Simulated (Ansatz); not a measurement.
# How Cu(100) screens a field, part 2 of 2

Aim: image plane and induced charge of Cu(100).

Ansatz 0.2.0; plane-wave DFT, LDA, Ansatz PAW.

So far. Step 7 (Single point, field 0.2 V/Å): The dipole is 0.126 e·Å. Step 8 (Atoms held, field -0.2 V/Å): The dipole is -0.126 e·Å.

## (9) Single point, field 0.4 V/Å (continued)

Running mean over 1.805 Å of the planar mean, with the applied field; the ramp of the sawtooth is left out. Electron's electrostatic potential energy less the Fermi level against z:

```csv
z (Å),electron's electrostatic potential energy less the Fermi level (eV)
4,3.55
5,3.95
6,4.31
7,4.22
8,-1.18
9,-8.09
10,-8.51
11,-8.62
12,-8.61
13,-8.61
14,-8.61
15,-8.62
16,-8.61
17,-8.62
18,-8.62
19,-8.61
20,-8.60
21,-8.62
22,-8.57
23,-8.40
24,-5.44
25,3.50
26,5.28
27,5.76
28,6.16
29,6.56
```

The dipole is 0.252 e·Å.

## (10) The response

This step: plane-wave DFT, LDA, Ansatz PAW; screening of a field by a metal slab (Ansatz 0.2.0).

The dipoles give the slope, and the difference of two potentials shows where the field is screened.

Numbers from this step:

| Item | Value |
| --- | --- |
| equivalent conductor thickness p/(ε₀AE) | 17.46 Å |
| distance between the outer atoms | 14.44 Å |
| inner field over outer field | -7.35e-5 |
| image plane, upper face | 1.517 Å |
| induced electrons on the upper face over ε₀E | -0.9988 |
| image plane, lower face | 1.517 Å |
| induced electrons on the lower face over ε₀E | 0.9988 |

The dipole of the cell by applied field:

```csv
applied field (V/Å),dipole of the cell (e·Å)
-0.200,-0.126
-0.100,-0.0629
-0.050,-0.0314
0.000,0
0.050,0.0314
0.100,0.0629
0.200,0.126
0.400,0.252
```

Local field over the applied field, running mean. From the potentials at -0.05 and 0.05 V/Å; running mean over 1.805 Å. Local field over applied field against z:

z (Å), local field over applied field and a bar from the least value:
```
      4.5      0.997 ##############################
      5.0      0.993 ##############################
      5.5      0.981 #############################
      6.0      0.950 #############################
      6.5      0.881 ###########################
      7.0      0.745 ######################
      7.5      0.531 ################
      8.0      0.291 #########
      8.5      0.100 ###
      9.0      0.002 
      9.5     -0.010 
     10.0      0.001 
     10.5      0.006 #
     11.0      0.003 
     11.5      0.001 
     12.0      0.002 
     12.5      0.002 
     13.0      0.002 
     13.5      0.001 
     14.0      0.001 
     14.5      0.001 
     15.0      0.000 
     15.5      0.000 
     16.0      0.000 
     16.5      0.000 
     17.0      0.000 
     17.5      0.000 
     18.0      0.001 
     18.5      0.001 
     19.0      0.001 
     19.5      0.002 
     20.0      0.002 
     20.5      0.002 
     21.0      0.001 
     21.5      0.003 
     22.0      0.006 #
     22.5      0.000 
     23.0     -0.011 
     23.5      0.007 #
     24.0      0.120 ####
     24.5      0.318 ##########
     25.0      0.560 #################
     25.5      0.766 #######################
     26.0      0.892 ###########################
     26.5      0.955 #############################
     27.0      0.983 ##############################
     27.5      0.994 ##############################
     28.0      0.998 ##############################
```

Electrons, planar mean, per unit field. Induced electron density against z:

```csv
z (Å),induced electron density (e/Å³ per V/Å)
5,4.9e-5
6,3.5e-4
7,0.00178
8,0.00383
9,-1.8e-4
10,-6.7e-5
11,2.8e-5
12,-6.1e-5
13,3.6e-5
14,1.0e-6
15,8.7e-6
16,-2.6e-7
17,1.2e-5
18,-1.8e-5
19,2.0e-5
20,-5.0e-5
21,1.9e-5
22,-1.8e-4
23,4.1e-4
24,-0.00192
25,-0.00295
26,-7.6e-4
27,-1.2e-4
28,-1.5e-5
```

By hand: between -0.05 and 0.05 V/Å the dipole changes by 0.06287 e·Å, a slope of 0.6287 e·Å²/V. A perfect conductor of thickness t has p = ε₀AEt, so t = 180.95 × 0.6287 / 6.516 = 17.46 Å (e/ε₀ = 180.95 V·Å, A in Å²). Less the 14.44 Å between the outer atoms, and halved, that puts each image plane 1.51 Å out.

The induced dipole is that of a conductor 17.46 Å thick.

## (11) Varying the input

This step: plane-wave DFT, LDA, Ansatz PAW (Ansatz 0.2.0).

An input spoilt on purpose, to show how the run answers: it repeats the earlier run at 0.05 V/Å with scf.n_extra_bands to 0 and scf.occupations from method: fermi_dirac, width: 0.1 to method: fermi_dirac, width: 0.3, and scf.max_iter set to 80.

File input.yaml:

```yaml
crystal:
  lattice:
    - [2.5526554801, 0.0, 0.0]
    - [0.0, 2.5526554801, 0.0]
    - [0.0, 0.0, 32.44]
  atoms:
    - { symbol: Cu, position: [0.0, 0.0, 0.2774352651] }
    - { symbol: Cu, position: [0.5, 0.5, 0.3330764488] }
    - { symbol: Cu, position: [0.0, 0.0, 0.3887176326] }
    - { symbol: Cu, position: [0.5, 0.5, 0.4443588163] }
    - { symbol: Cu, position: [0.0, 0.0, 0.5] }
    - { symbol: Cu, position: [0.5, 0.5, 0.5556411837] }
    - { symbol: Cu, position: [0.0, 0.0, 0.6112823674] }
    - { symbol: Cu, position: [0.5, 0.5, 0.6669235512] }
    - { symbol: Cu, position: [0.0, 0.0, 0.7225647349] }
kpoints:
  mp_grid: { grid: [20, 20, 1] }
hamiltonian:
  xc: lda
scf:
  occupations: { method: fermi_dirac, width: 0.3 }
  convergence: { dr2_threshold: 1.0e-10 }
  n_extra_bands: 0
  max_iter: 80
efield:
  axis: 3
  dipole_correction: true
  ramp_position: 0.97
  ramp_width: 0.06
  amplitude: 0.05
output:
  forces: true
  write_potential: true
  write_density: true
  volumetric_format: npy
```

Run with:

```sh
ansatz run input.yaml --threads 4 --pin off --max-ram 6144MiB --backend cpu --events-out ev --progress --plain --runs-dir out
```

Numbers of over 12 decimals in the logs are rounded to 6 here.

Output:

```text
Error: inconsistent input (scf.n_extra_bands, scf.occupations.method): n_bands = 86 leaves no empty band above the 86 bands per channel that the deck's 171 electrons occupy, and the occupations search for the Fermi level (a smearing at a finite width, or tetrahedra): a level found among occupied bands alone can fill a metal as an insulator; raise scf.n_extra_bands until at least 87 bands are solved (omitted, it auto-derives to 110) (see scf.n_extra_bands in the input reference)
```

Elapsed: 0.1 s, on 4 threads of Arm Neoverse V1, shared host; peak memory 0.073 GiB.

The input was rejected at the start.

The program's message: “Error: inconsistent input (scf.n_extra_bands, scf.occupations.method): n_bands = 86 leaves no empty band above the 86 bands per channel that the deck's 171 electrons occupy, and the occupations search …”

The fault put into the input: too few bands.

## (12) What came out

```json
{"work function": "4.93 eV", "image plane, upper face": "1.52 Å", "induced electrons on the upper face over ε₀E": "-0.999", "equivalent conductor thickness p/(ε₀AE)": "17.5 Å", "inner field over outer field": "-7.4e-5"}
```

**Reading.** The induced charge has its centre 1.52 Å outside the outermost atoms; this is the plane from which a capacitor's gap or an image potential counts. The equivalent conductor thickness exceeds the distance between the outer atoms by 3.02 Å, about the sum of the two image-plane distances. In the middle of the slab the field is screened to under 0.5 % of its outer value. The atoms are held at bulk positions with the tabulated experimental lattice constant.

[Logs are printed without paths, hosts, clocks, repeated set-up lines and the standing remarks that a program may print on its own settings, such as how far it seeks lower states.]

[Hosts, paths, dates, database ids (printed as entryN), source tags and the programs' standing remarks are cut or masked in the printed files.]

[Maps of the electrostatic potential energy from Ansatz leave out the sawtooth potential of an applied field or a dipole correction, so their vacuum need not be flat; planar profiles and work functions include it.]
